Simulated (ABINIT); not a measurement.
Planning a run of ABINIT 10.8.3 on BN (Qingsongite). The input:

```
acell 3*1.0 Angstrom
rprim 
  -0.000000000000 1.807500000000 1.807500000000
  1.807500000000 0.000000000000 1.807500000000
  1.807500000000 1.807500000000 -0.000000000000
ntypat 2
znucl 5 7
natom 2
typat 1 2
xred 
  0.000000000000 0.000000000000 0.000000000000
  0.250000000000 0.250000000000 0.250000000000
pp_dirpath "pseudos"
pseudos "B.upf, N.upf"
ecut 36
ngkpt 8 8 8
nshiftk 1
shiftk 0 0 0
kptopt 1
chksymbreak 0
istwfk *1
occopt 1
irdwfk 1
optdriver 4
nband 68
gwcalctyp 0
ecutsigx 36
symsigma 1
nkptgw 29
kptgw 
  0.0000000000 0.0000000000 0.0000000000
  0.1250000000 0.0000000000 0.0000000000
  0.2500000000 0.0000000000 0.0000000000
  0.3750000000 0.0000000000 0.0000000000
  0.5000000000 0.0000000000 0.0000000000
  0.1250000000 0.1250000000 0.0000000000
  0.2500000000 0.1250000000 0.0000000000
  0.3750000000 0.1250000000 0.0000000000
  0.5000000000 0.1250000000 0.0000000000
  -0.3750000000 0.1250000000 0.0000000000
  -0.2500000000 0.1250000000 0.0000000000
  -0.1250000000 0.1250000000 0.0000000000
  0.2500000000 0.2500000000 0.0000000000
  0.3750000000 0.2500000000 0.0000000000
  0.5000000000 0.2500000000 0.0000000000
  -0.3750000000 0.2500000000 0.0000000000
  -0.2500000000 0.2500000000 0.0000000000
  0.3750000000 0.3750000000 0.0000000000
  0.5000000000 0.3750000000 0.0000000000
  -0.3750000000 0.3750000000 0.0000000000
  0.5000000000 0.5000000000 0.0000000000
  0.3750000000 0.2500000000 0.1250000000
  0.5000000000 0.2500000000 0.1250000000
  -0.3750000000 0.2500000000 0.1250000000
  0.5000000000 0.3750000000 0.1250000000
  -0.3750000000 0.3750000000 0.1250000000
  -0.2500000000 0.3750000000 0.1250000000
  -0.3750000000 0.5000000000 0.1250000000
  -0.2500000000 0.5000000000 0.2500000000
bdgw 
  1 8
  1 8
  1 8
  1 8
  1 8
  1 8
  1 8
  1 8
  1 8
  1 8
  1 8
  1 8
  1 8
  1 8
  1 8
  1 8
  1 8
  1 8
  1 8
  1 8
  1 8
  1 8
  1 8
  1 8
  1 8
  1 8
  1 8
  1 8
  1 8
ecuteps 9
irdscr 1
ppmodel 1
indata_prefix "in"
outdata_prefix "out"
tmpdata_prefix "tmp"
```

```sh
OMP_NUM_THREADS=1 mpirun -n 4 abinit run.abi > log
```

**Question.** How long will it take on 4 MPI ranks of Arm Neoverse N1, shared host, and how much memory?

It took 16 min; on shared hardware allow 8 min to 32 min. Peak host memory was 0.76 GiB.

[Paths, hosts, dates, memory and timing lines, banners, echoed tables and standing remarks are left out of the program output.]

[Logs are printed without paths, hosts, clocks, repeated set-up lines and the standing remarks that a program may print on its own settings, such as how far it seeks lower states.]

[Runs of the session that timed out or met a known fault of the program may be left out.]

[Hosts, paths, dates, database ids (printed as entryN), source tags and the programs' standing remarks are cut or masked in the printed files.]

[G0W0 gaps are taken among the corrected bands and points alone; a level outside them can change the order at an edge.]

[Where Ansatz stands beside ABINIT at settings called matched, ABINIT's density can come from a denser mesh and the files from another edition; pairs whose starting gaps differed by over 0.03 eV were left out, so agreement reads better than it is.]
